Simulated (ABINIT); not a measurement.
Computed results, one entry a study.

```
! title: A GW chain in ABINIT: Ca2H6Os (Fm-3m)
! method: RPA screening on PBEsol, plane waves, norm-conserving pseudopotentials (and 2 further levels or steps)
! program: ABINIT 10.8.3
! settings: cutoff 33 Ha, PseudoDojo scalar-relativistic 0.4.1 standard, norm-conserving, ngkpt (2, 2, 2), nband 59, ecuteps 3.2 Ha, inclvkb 2, shiftk (0, 0, 0), symchi 1, awtr 1, frequency ppm, 2×2×2 k-mesh
! notes: The program’s warnings: nproc spkpt=  >= nkpt= * nsppol=. The cell and positions are those that the Materials Project relaxed with its own functionals (PBE, PBE+U or r2SCAN), kept fixed. Limits: no spin polarisation; d states lean on the start; no spin-orbit coupling. The 2×2×2 mesh is coarse for this cell, which bears on the long-range parts of exchange and screening. The runs have no spin polarisation. For a closed low-spin shell that is the natural state; where a d or f shell is open it is a constraint, and the gap is then not the crystal’s own.
! PBEsol gap: 2.60 eV, indirect (only 9 meV under the direct gap)
! G0W0 gap on the mesh: 3.82 eV
! GW settings: 2×2×2 mesh, 59 bands, screening to 87.1 eV, Godby-Needs plasmon pole
! known limits: short of the basis limit; no spin polarisation; d states lean on the start; no spin-orbit coupling; coarse k mesh
CELL_PARAMETERS angstrom
0.00000 3.61482 3.61482
3.61482 0.00000 3.61482
3.61482 3.61482 0.00000
ATOMIC_POSITIONS crystal
Ca 0.25000 0.25000 0.25000
Ca 0.75000 0.75000 0.75000
H 0.76282 0.23718 0.23718
H 0.23718 0.76282 0.76282
H 0.23718 0.76282 0.23718
H 0.76282 0.23718 0.76282
H 0.23718 0.23718 0.76282
H 0.76282 0.76282 0.23718
Os 0.00000 0.00000 0.00000
```

[Long decimals in the printed logs are rounded to 6 places.]

[Logs are printed without paths, hosts, clocks, repeated set-up lines and the standing remarks that a program may print on its own settings, such as how far it seeks lower states.]

[Paths, hosts, dates, memory and timing lines, banners, echoed tables and standing remarks are left out of the program output; an Ansatz launch command may be rebuilt from the run's recorded settings. Measured values are a selection of at most five: reports struck by readers or far from the other reports are left out. None is set beside runs whose start may be inverted or whose files or cutoffs have a known fault.]

[Runs of the session that timed out or met a known fault of the program may be left out.]

[Hosts, paths, dates, database ids (printed as entryN), source tags and the programs' standing remarks are cut or masked in the printed files.]

[G0W0 gaps are taken among the corrected bands and points alone; a level outside them can change the order at an edge.]

[Where Ansatz stands beside ABINIT at settings called matched, ABINIT's density can come from a denser mesh and the files from another edition; pairs whose starting gaps differed by over 0.03 eV were left out, so agreement reads better than it is.]
